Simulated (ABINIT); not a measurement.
# CaSiS3 (Pm-3m): from the cell to the phonon bands, part 4 of 6

How does CaSiS3 (Pm-3m) vibrate, and is this structure a minimum?

ABINIT 10.8.3; DFT PBE, scalar-relativistic, plane waves, PseudoDojo norm-conserving pseudopotentials.

So far. Step 7 (Linear response at Γ): The acoustic modes at Γ come out as far as 8.8 cm⁻¹ from zero, where they should vanish, a small numerical error. The lowest optical mode is imaginary, 142i cm⁻¹, an instability at this level and on this k mesh. Step 8 (Modes with the sum rule): The rule also moves an optical mode by 3.8 cm⁻¹. The relaxed cell has a = 4.620 Å (conventional setting).

The structure was built from a prototype and need not be the compound's stable phase.

### 9. Sum rules set otherwise (asr 0)

Without the rule the raw error of the acoustic modes shows.

Input file anaddb.abi:

```
ddb_filepath "gamma_DDB"
output_file "anaddb.abo"
outdata_prefix "anaddb"
asr 0
chneut 0
enunit 2
eivec 1
nph1l 1
qph1l 0.0 0.0 0.0 1.0
```

Input file mrgddb.in:

```
gamma_DDB
merged
2
dfpt_gammao_DDB
gso_DDB
```

Run with:

```
> mrgddb < mrgddb.in > mrgddb.log
> OMP_NUM_THREADS=1 anaddb anaddb.abi > anaddb.log
```

Numbers of over 12 decimals in the logs are rounded to 6 here.

anaddb.abo, the main output file:

```text
-outvars_anaddb: echo values of input variables ----------------------

 Miscellaneous information :
      enunit         2
       eivec         1
      chneut         0
 First list of wavevector (reduced coord.) :
       nph1l         1
       qph1l
                     0.00000000E+00  0.00000000E+00  0.00000000E+00    1.000E+00

================================================================================

 read the DDB information and perform some checks

  ==== Info on the Cryst% object ====
 Real(R)+Recip(G) space primitive vectors, cartesian coordinates (Bohr,Bohr^-1):
 R(1)=  8.7304461  0.0000000  0.0000000  G(1)=  0.1145417  0.0000000  0.0000000
 R(2)=  0.0000000  8.7304461  0.0000000  G(2)=  0.0000000  0.1145417  0.0000000
 R(3)=  0.0000000  0.0000000  8.7304461  G(3)=  0.0000000  0.0000000  0.1145417
 Unit cell volume ucvol=  6.6544063E+02 bohr^3
 Angles (23,13,12)=  9.00000000E+01  9.00000000E+01  9.00000000E+01 degrees
 Time-reversal symmetry is present
 Reduced atomic positions [iatom, xred, symbol]:
    1)    0.0000000  0.0000000  0.0000000  Ca
    2)    0.5000000  0.5000000  0.5000000  Si
    3)    0.5000000  0.5000000  0.0000000   S
    4)    0.5000000  0.0000000  0.5000000   S
    5)    0.0000000  0.5000000  0.5000000   S

 DDB file with 3 blocks has been read.

================================================================================

 Treat the first list of vectors

  Phonon wavevector (reduced coordinates) :  0.00000  0.00000  0.00000
 Phonon energies in Hartree :
  -6.491706E-04 -6.491706E-04 -6.491706E-04 -3.865819E-04 -3.865819E-04
  -3.865819E-04 -8.849075E-05 -8.849075E-05 -8.849075E-05 -4.022070E-05
  -4.022070E-05 -4.022070E-05  1.309224E-03  1.309224E-03  1.309224E-03
 Phonon energies in meV     :
- -1.766483E+01 -1.766483E+01 -1.766483E+01 -1.051943E+01 -1.051943E+01
- -1.051943E+01 -2.407956E+00 -2.407956E+00 -2.407956E+00 -1.094461E+00
- -1.094461E+00 -1.094461E+00  3.562581E+01  3.562581E+01  3.562581E+01
 Phonon frequencies in cm-1    :
- -1.424765E+02 -1.424765E+02 -1.424765E+02 -8.484492E+01 -8.484492E+01
- -8.484492E+01 -1.942147E+01 -1.942147E+01 -1.942147E+01 -8.827423E+00
- -8.827423E+00 -8.827423E+00  2.873416E+02  2.873416E+02  2.873416E+02
 Phonon frequencies in Thz     :
- -4.271337E+00 -4.271337E+00 -4.271337E+00 -2.543587E+00 -2.543587E+00
- -2.543587E+00 -5.822411E-01 -5.822411E-01 -5.822411E-01 -2.646395E-01
- -2.646395E-01 -2.646395E-01  8.614283E+00  8.614283E+00  8.614283E+00
 Phonon energies in Kelvin  :
- -2.049919E+02 -2.049919E+02 -2.049919E+02 -1.220729E+02 -1.220729E+02
- -1.220729E+02 -2.794317E+01 -2.794317E+01 -2.794317E+01 -1.270069E+01
- -1.270069E+01 -1.270069E+01  4.134204E+02  4.134204E+02  4.134204E+02

 Eigendisplacements
 (will be given, for each mode : in cartesian coordinates
   for each atom the real part of the displacement vector,
   then the imaginary part of the displacement vector - absolute values smaller than 1.0d-7 are set to zero)
  Mode number    1   Energy   -6.491706E-04
 Attention : low frequency mode.
   (Could be unstable or acoustic mode)
-  1  0.00000000E+00  0.00000000E+00 -1.14901374E-03
-     0.00000000E+00  0.00000000E+00  0.00000000E+00
-  2  0.00000000E+00  0.00000000E+00 -2.93808945E-03
-     0.00000000E+00  0.00000000E+00  0.00000000E+00
-  3  0.00000000E+00  0.00000000E+00  3.72924034E-05
-     0.00000000E+00  0.00000000E+00  0.00000000E+00
-  4  0.00000000E+00  0.00000000E+00  1.98690050E-03
-     0.00000000E+00  0.00000000E+00  0.00000000E+00
-  5  0.00000000E+00  0.00000000E+00  1.98690050E-03
-     0.00000000E+00  0.00000000E+00  0.00000000E+00
  Mode number    2   Energy   -6.491706E-04
 Attention : low frequency mode.
   (Could be unstable or acoustic mode)
-  1  0.00000000E+00  1.14901374E-03  0.00000000E+00
-     0.00000000E+00  0.00000000E+00  0.00000000E+00
-  2  0.00000000E+00  2.93808945E-03  0.00000000E+00
-     0.00000000E+00  0.00000000E+00  0.00000000E+00
-  3  0.00000000E+00 -1.98690050E-03  0.00000000E+00
-     0.00000000E+00  0.00000000E+00  0.00000000E+00
-  4  0.00000000E+00 -3.72924034E-05  0.00000000E+00
-     0.00000000E+00  0.00000000E+00  0.00000000E+00
-  5  0.00000000E+00 -1.98690050E-03  0.00000000E+00
-     0.00000000E+00  0.00000000E+00  0.00000000E+00
  Mode number    3   Energy   -6.491706E-04
 Attention : low frequency mode.
   (Could be unstable or acoustic mode)
-  1  1.14901374E-03  0.00000000E+00  0.00000000E+00
-     0.00000000E+00  0.00000000E+00  0.00000000E+00
-  2  2.93808945E-03  0.00000000E+00  0.00000000E+00
-     0.00000000E+00  0.00000000E+00  0.00000000E+00
-  3 -1.98690050E-03  0.00000000E+00  0.00000000E+00
-     0.00000000E+00  0.00000000E+00  0.00000000E+00
-  4 -1.98690050E-03  0.00000000E+00  0.00000000E+00
-     0.00000000E+00  0.00000000E+00  0.00000000E+00
-  5 -3.72924034E-05  0.00000000E+00  0.00000000E+00
-     0.00000000E+00  0.00000000E+00  0.00000000E+00
  Mode number    4   Energy   -3.865819E-04
 Attention : low frequency mode.
   (Could be unstable or acoustic mode)
-  1  0.00000000E+00  0.00000000E+00  0.00000000E+00
-     0.00000000E+00  0.00000000E+00  0.00000000E+00
-  2  0.00000000E+00  0.00000000E+00  0.00000000E+00
-     0.00000000E+00  0.00000000E+00  0.00000000E+00
-  3  0.00000000E+00  0.00000000E+00  0.00000000E+00
-     0.00000000E+00  0.00000000E+00  0.00000000E+00
-  4  0.00000000E+00  0.00000000E+00 -2.92470830E-03
-     0.00000000E+00  0.00000000E+00  0.00000000E+00
-  5  0.00000000E+00  0.00000000E+00  2.92470830E-03
-     0.00000000E+00  0.00000000E+00  0.00000000E+00
  Mode number    5   Energy   -3.865819E-04
 Attention : low frequency mode.
   (Could be unstable or acoustic mode)
-  1  0.00000000E+00  0.00000000E+00  0.00000000E+00
-     0.00000000E+00  0.00000000E+00  0.00000000E+00
-  2  0.00000000E+00  0.00000000E+00  0.00000000E+00
-     0.00000000E+00  0.00000000E+00  0.00000000E+00
-  3  0.00000000E+00  2.92470830E-03  0.00000000E+00
-     0.00000000E+00  0.00000000E+00  0.00000000E+00
-  4  0.00000000E+00  0.00000000E+00  0.00000000E+00
-     0.00000000E+00  0.00000000E+00  0.00000000E+00
-  5  0.00000000E+00 -2.92470830E-03  0.00000000E+00
-     0.00000000E+00  0.00000000E+00  0.00000000E+00
  Mode number    6   Energy   -3.865819E-04
 Attention : low frequency mode.
   (Could be unstable or acoustic mode)
-  1  0.00000000E+00  0.00000000E+00  0.00000000E+00
-     0.00000000E+00  0.00000000E+00  0.00000000E+00
-  2  0.00000000E+00  0.00000000E+00  0.00000000E+00
-     0.00000000E+00  0.00000000E+00  0.00000000E+00
-  3  2.92470830E-03  0.00000000E+00  0.00000000E+00
-     0.00000000E+00  0.00000000E+00  0.00000000E+00
-  4 -2.92470830E-03  0.00000000E+00  0.00000000E+00
-     0.00000000E+00  0.00000000E+00  0.00000000E+00
-  5  0.00000000E+00  0.00000000E+00  0.00000000E+00
-     0.00000000E+00  0.00000000E+00  0.00000000E+00
  Mode number    7   Energy   -8.849075E-05
 Attention : low frequency mode.
   (Could be unstable or acoustic mode)
-  1  0.00000000E+00  0.00000000E+00 -3.30043733E-03
-     0.00000000E+00  0.00000000E+00  0.00000000E+00
-  2  0.00000000E+00  0.00000000E+00  1.90334213E-03
-     0.00000000E+00  0.00000000E+00  0.00000000E+00
-  3  0.00000000E+00  0.00000000E+00  5.63796113E-04
-     0.00000000E+00  0.00000000E+00  0.00000000E+00
-  4  0.00000000E+00  0.00000000E+00  3.45267238E-05
-     0.00000000E+00  0.00000000E+00  0.00000000E+00
-  5  0.00000000E+00  0.00000000E+00  3.45267238E-05
-     0.00000000E+00  0.00000000E+00  0.00000000E+00
  Mode number    8   Energy   -8.849075E-05
 Attention : low frequency mode.
   (Could be unstable or acoustic mode)
-  1  0.00000000E+00 -3.30043733E-03  0.00000000E+00
-     0.00000000E+00  0.00000000E+00  0.00000000E+00
-  2  0.00000000E+00  1.90334213E-03  0.00000000E+00
-     0.00000000E+00  0.00000000E+00  0.00000000E+00
-  3  0.00000000E+00  3.45267238E-05  0.00000000E+00
-     0.00000000E+00  0.00000000E+00  0.00000000E+00
-  4  0.00000000E+00  5.63796113E-04  0.00000000E+00
-     0.00000000E+00  0.00000000E+00  0.00000000E+00
-  5  0.00000000E+00  3.45267238E-05  0.00000000E+00
-     0.00000000E+00  0.00000000E+00  0.00000000E+00
  Mode number    9   Energy   -8.849075E-05
 Attention : low frequency mode.
   (Could be unstable or acoustic mode)
-  1  3.30043733E-03  0.00000000E+00  0.00000000E+00
-     0.00000000E+00  0.00000000E+00  0.00000000E+00
-  2 -1.90334213E-03  0.00000000E+00  0.00000000E+00
-     0.00000000E+00  0.00000000E+00  0.00000000E+00
-  3 -3.45267238E-05  0.00000000E+00  0.00000000E+00
-     0.00000000E+00  0.00000000E+00  0.00000000E+00
-  4 -3.45267238E-05  0.00000000E+00  0.00000000E+00
-     0.00000000E+00  0.00000000E+00  0.00000000E+00
-  5 -5.63796113E-04  0.00000000E+00  0.00000000E+00
-     0.00000000E+00  0.00000000E+00  0.00000000E+00
  Mode number   10   Energy   -4.022070E-05
 Attention : low frequency mode.
   (Could be unstable or acoustic mode)
-  1  0.00000000E+00  0.00000000E+00 -1.20693567E-03
-     0.00000000E+00  0.00000000E+00  0.00000000E+00
-  2  0.00000000E+00  0.00000000E+00 -2.24076596E-03
-     0.00000000E+00  0.00000000E+00  0.00000000E+00
-  3  0.00000000E+00  0.00000000E+00 -1.97616095E-03
-     0.00000000E+00  0.00000000E+00  0.00000000E+00
-  4  0.00000000E+00  0.00000000E+00 -1.86871803E-03
-     0.00000000E+00  0.00000000E+00  0.00000000E+00
-  5  0.00000000E+00  0.00000000E+00 -1.86871803E-03
-     0.00000000E+00  0.00000000E+00  0.00000000E+00
  Mode number   11   Energy   -4.022070E-05
 Attention : low frequency mode.
   (Could be unstable or acoustic mode)
-  1  0.00000000E+00  1.20693567E-03  0.00000000E+00
-     0.00000000E+00  0.00000000E+00  0.00000000E+00
-  2  0.00000000E+00  2.24076596E-03  0.00000000E+00
-     0.00000000E+00  0.00000000E+00  0.00000000E+00
-  3  0.00000000E+00  1.86871803E-03  0.00000000E+00
-     0.00000000E+00  0.00000000E+00  0.00000000E+00
-  4  0.00000000E+00  1.97616095E-03  0.00000000E+00
-     0.00000000E+00  0.00000000E+00  0.00000000E+00
-  5  0.00000000E+00  1.86871803E-03  0.00000000E+00
-     0.00000000E+00  0.00000000E+00  0.00000000E+00
  Mode number   12   Energy   -4.022070E-05
 Attention : low frequency mode.
   (Could be unstable or acoustic mode)
-  1  1.20693567E-03  0.00000000E+00  0.00000000E+00
-     0.00000000E+00  0.00000000E+00  0.00000000E+00
-  2  2.24076596E-03  0.00000000E+00  0.00000000E+00
-     0.00000000E+00  0.00000000E+00  0.00000000E+00
-  3  1.86871803E-03  0.00000000E+00  0.00000000E+00
-     0.00000000E+00  0.00000000E+00  0.00000000E+00
-  4  1.86871803E-03  0.00000000E+00  0.00000000E+00
-     0.00000000E+00  0.00000000E+00  0.00000000E+00
-  5  1.97616095E-03  0.00000000E+00  0.00000000E+00
-     0.00000000E+00  0.00000000E+00  0.00000000E+00
  Mode number   13   Energy    1.309224E-03
-  1  0.00000000E+00  0.00000000E+00  1.34140481E-04
-     0.00000000E+00  0.00000000E+00  0.00000000E+00
-  2  0.00000000E+00  0.00000000E+00  1.50212609E-03
-     0.00000000E+00  0.00000000E+00  0.00000000E+00
-  3  0.00000000E+00  0.00000000E+00 -3.58934093E-03
-     0.00000000E+00  0.00000000E+00  0.00000000E+00
-  4  0.00000000E+00  0.00000000E+00  1.05491509E-03
-     0.00000000E+00  0.00000000E+00  0.00000000E+00
-  5  0.00000000E+00  0.00000000E+00  1.05491509E-03
-     0.00000000E+00  0.00000000E+00  0.00000000E+00
  Mode number   14   Energy    1.309224E-03
-  1  0.00000000E+00  1.34140481E-04  0.00000000E+00
-     0.00000000E+00  0.00000000E+00  0.00000000E+00
-  2  0.00000000E+00  1.50212609E-03  0.00000000E+00
-     0.00000000E+00  0.00000000E+00  0.00000000E+00
-  3  0.00000000E+00  1.05491509E-03  0.00000000E+00
-     0.00000000E+00  0.00000000E+00  0.00000000E+00
-  4  0.00000000E+00 -3.58934093E-03  0.00000000E+00
-     0.00000000E+00  0.00000000E+00  0.00000000E+00
-  5  0.00000000E+00  1.05491509E-03  0.00000000E+00
-     0.00000000E+00  0.00000000E+00  0.00000000E+00
  Mode number   15   Energy    1.309224E-03
-  1  1.34140481E-04  0.00000000E+00  0.00000000E+00
-     0.00000000E+00  0.00000000E+00  0.00000000E+00
-  2  1.50212609E-03  0.00000000E+00  0.00000000E+00
-     0.00000000E+00  0.00000000E+00  0.00000000E+00
-  3  1.05491509E-03  0.00000000E+00  0.00000000E+00
-     0.00000000E+00  0.00000000E+00  0.00000000E+00
-  4  1.05491509E-03  0.00000000E+00  0.00000000E+00
-     0.00000000E+00  0.00000000E+00  0.00000000E+00
-  5 -3.58934093E-03  0.00000000E+00  0.00000000E+00
-     0.00000000E+00  0.00000000E+00  0.00000000E+00

 Analysis of degeneracies and characters (maximum tolerance=1.00E-06 a.u.)
 For each vibration mode, or group of modes if degenerate,
 the characters are given for each symmetry operation (see the list in the log file).
 Symmetry characters of vibration mode #   1
       degenerate with vibration modes #   2 to    3
  3.0 -3.0 -1.0  1.0 -1.0  1.0 -1.0  1.0  1.0 -1.0 -1.0  1.0  1.0 -1.0 -1.0  1.0
 -0.0  0.0  0.0 -0.0 -0.0  0.0  0.0 -0.0  1.0 -1.0 -1.0  1.0 -1.0  1.0  1.0 -1.0
 -0.0  0.0 -0.0  0.0  0.0 -0.0  0.0 -0.0  1.0 -1.0  1.0 -1.0 -1.0  1.0 -1.0  1.0
 Symmetry characters of vibration mode #   4
       degenerate with vibration modes #   5 to    6
  3.0 -3.0 -1.0  1.0 -1.0  1.0 -1.0  1.0 -1.0  1.0  1.0 -1.0 -1.0  1.0  1.0 -1.0
  0.0 -0.0  0.0 -0.0 -0.0  0.0 -0.0  0.0 -1.0  1.0  1.0 -1.0  1.0 -1.0 -1.0  1.0
  0.0 -0.0 -0.0  0.0 -0.0  0.0  0.0 -0.0 -1.0  1.0 -1.0  1.0  1.0 -1.0  1.0 -1.0
 Symmetry characters of vibration mode #   7
       degenerate with vibration modes #   8 to    9
  3.0 -3.0 -1.0  1.0 -1.0  1.0 -1.0  1.0  1.0 -1.0 -1.0  1.0  1.0 -1.0 -1.0  1.0
  0.0 -0.0  0.0 -0.0 -0.0  0.0 -0.0  0.0  1.0 -1.0 -1.0  1.0 -1.0  1.0  1.0 -1.0
  0.0 -0.0 -0.0  0.0 -0.0  0.0  0.0 -0.0  1.0 -1.0  1.0 -1.0 -1.0  1.0 -1.0  1.0
 Symmetry characters of vibration mode #  10
       degenerate with vibration modes #  11 to   12
  3.0 -3.0 -1.0  1.0 -1.0  1.0 -1.0  1.0  1.0 -1.0 -1.0  1.0  1.0 -1.0 -1.0  1.0
 -0.0  0.0 -0.0  0.0  0.0 -0.0  0.0 -0.0  1.0 -1.0 -1.0  1.0 -1.0  1.0  1.0 -1.0
 -0.0  0.0  0.0 -0.0  0.0 -0.0 -0.0  0.0  1.0 -1.0  1.0 -1.0 -1.0  1.0 -1.0  1.0
 Symmetry characters of vibration mode #  13
       degenerate with vibration modes #  14 to   15
  3.0 -3.0 -1.0  1.0 -1.0  1.0 -1.0  1.0  1.0 -1.0 -1.0  1.0  1.0 -1.0 -1.0  1.0
 -0.0  0.0 -0.0  0.0  0.0 -0.0  0.0 -0.0  1.0 -1.0 -1.0  1.0 -1.0  1.0  1.0 -1.0
 -0.0  0.0  0.0 -0.0  0.0 -0.0 -0.0  0.0  1.0 -1.0  1.0 -1.0 -1.0  1.0 -1.0  1.0
-
```

The job ended after 0.5 s (1 thread of Arm Neoverse V1, shared host).

Read from the output:

* highest optical zone-centre mode (no LO-TO term): 287.3 cm⁻¹
* lowest optical zone-centre mode: -142.5 cm⁻¹

Zone-centre frequencies as printed; negative means imaginary. Modes:

| mode | frequency (cm⁻¹) |
| --- | --- |
| 1 | -142.5 |
| 2 | -142.5 |
| 3 | -142.5 |
| 4 | -84.84 |
| 5 | -84.84 |
| 6 | -84.84 |
| 7 | -19.42 |
| 8 | -19.42 |
| 9 | -19.42 |
| 10 | -8.83 |
| 11 | -8.83 |
| 12 | -8.83 |
| 13 | 287.3 |
| 14 | 287.3 |
| 15 | 287.3 |

### 10. Ground state

Scaled from the time of the run at Γ, the full q mesh would overrun the time at hand on this k mesh, so the ground state is made again on a coarser one.

Input file gs.abi:

```
# ground state
tolvrs 1.0d-16
prtden 1
prtwf 1

# basis, mesh and filling
ecut 28.0
ngkpt 4 4 4
nshiftk 1
shiftk 0.0 0.0 0.0
istwfk *1
occopt 6
tsmear 0.01
nband 24
nstep 100
diemac 1000000.0
prtebands 0
prtgsr 0
useylm 1

# cell and atoms
acell 8.730446133 8.730446133 8.730446133
rprim 
    1.0 0.0 0.0
    0.0 1.0 0.0
    0.0 0.0 1.0
ntypat 3
znucl 20 14 16
natom 5
typat 1 2 3 3 3
xred 
    0.0 0.0 0.0
    0.5 0.5 0.5
    0.5 0.5 0.0
    0.5 0.0 0.5
    0.0 0.5 0.5
pp_dirpath "./pseudo"
pseudos "Ca.upf, Si.upf, S.upf"
```

Run with:

```
> OMP_NUM_THREADS=1 mpirun -n 4 abinit gs.abi > gs.log
```

gs.abo, the main output file:

```text
[banners, grids, parts of the stress and lines that vanish by symmetry left out]
- input  file    -> gs.abi
- output file    -> gs.abo
- root for input  files -> gsi
[...]
Symmetries : space group Pm -3 m (#221); Bravais cP (primitive cubic)
[...]
mpw =        4737          nfft =       91125          nkpt =          10
[...]
== DATASET  1 ==================================================================
[...]
cutoff_energies: {ecut:  28.0, pawecutdg:  -1.0, }
[...]
ETOT  1  -76.024874514120    -7.602E+01 4.709E-02 1.366E+02
 ETOT  2  -76.076011309457    -5.114E-02 1.824E-02 5.697E+01
 ETOT  3  -76.090885640739    -1.487E-02 1.461E-02 8.719E-01
 ETOT  4  -76.091076703741    -1.911E-04 2.505E-03 1.529E-02
 ETOT  5  -76.091078880751    -2.177E-06 1.119E-02 9.220E-04
[...]
ETOT 15  -76.091079017507     2.046E-12 4.362E-04 7.457E-16
 ETOT 16  -76.091079017510    -3.155E-12 5.092E-04 4.392E-18
 At SCF step   16       vres2   =  4.39E-18 < tolvrs=  1.00E-16 =>converged.
[...]
sigma(1 1)=  5.79169634E-06  sigma(3 2)=  0.00000000E+00
  sigma(2 2)=  5.79169634E-06  sigma(3 1)=  0.00000000E+00
  sigma(3 3)=  5.79169634E-06  sigma(2 1)=  0.00000000E+00
[...]
convergence: {deltae: -3.155E-12, res2:  4.392E-18, residm:  5.092E-04, diffor: null, }
etotal    :  -7.60910790E+01
[...]
sigma(1 1)=  5.79169634E-06  sigma(3 2)=  0.00000000E+00
  sigma(2 2)=  5.79169634E-06  sigma(3 1)=  0.00000000E+00
  sigma(3 3)=  5.79169634E-06  sigma(2 1)=  0.00000000E+00
[...]
- sigma(1 1)=  1.70397589E-01  sigma(3 2)=  0.00000000E+00
- sigma(2 2)=  1.70397589E-01  sigma(3 1)=  0.00000000E+00
- sigma(3 3)=  1.70397589E-01  sigma(2 1)=  0.00000000E+00
[...]
fcart     -0.0000000000E+00 -0.0000000000E+00 -0.0000000000E+00
           strten      5.7916963366E-06  5.7916963366E-06  5.7916963366E-06
================================================================================

[key lines of the parts left out:]
pressure_GPa:  -1.7040E-01
```

Elapsed: 26 s, on 4 MPI ranks; 1.7 min of CPU time.

Read from the output:

* pressure: -0.1704 GPa

[end of part 4 of 6]

[Host names and launcher messages were left out of these logs when they were recorded.]

[Logs are printed without paths, hosts, clocks, repeated set-up lines and the standing remarks that a program may print on its own settings, such as how far it seeks lower states.]

[Hosts, paths, dates, database ids (printed as entryN), source tags and the programs' standing remarks are cut or masked in the printed files.]
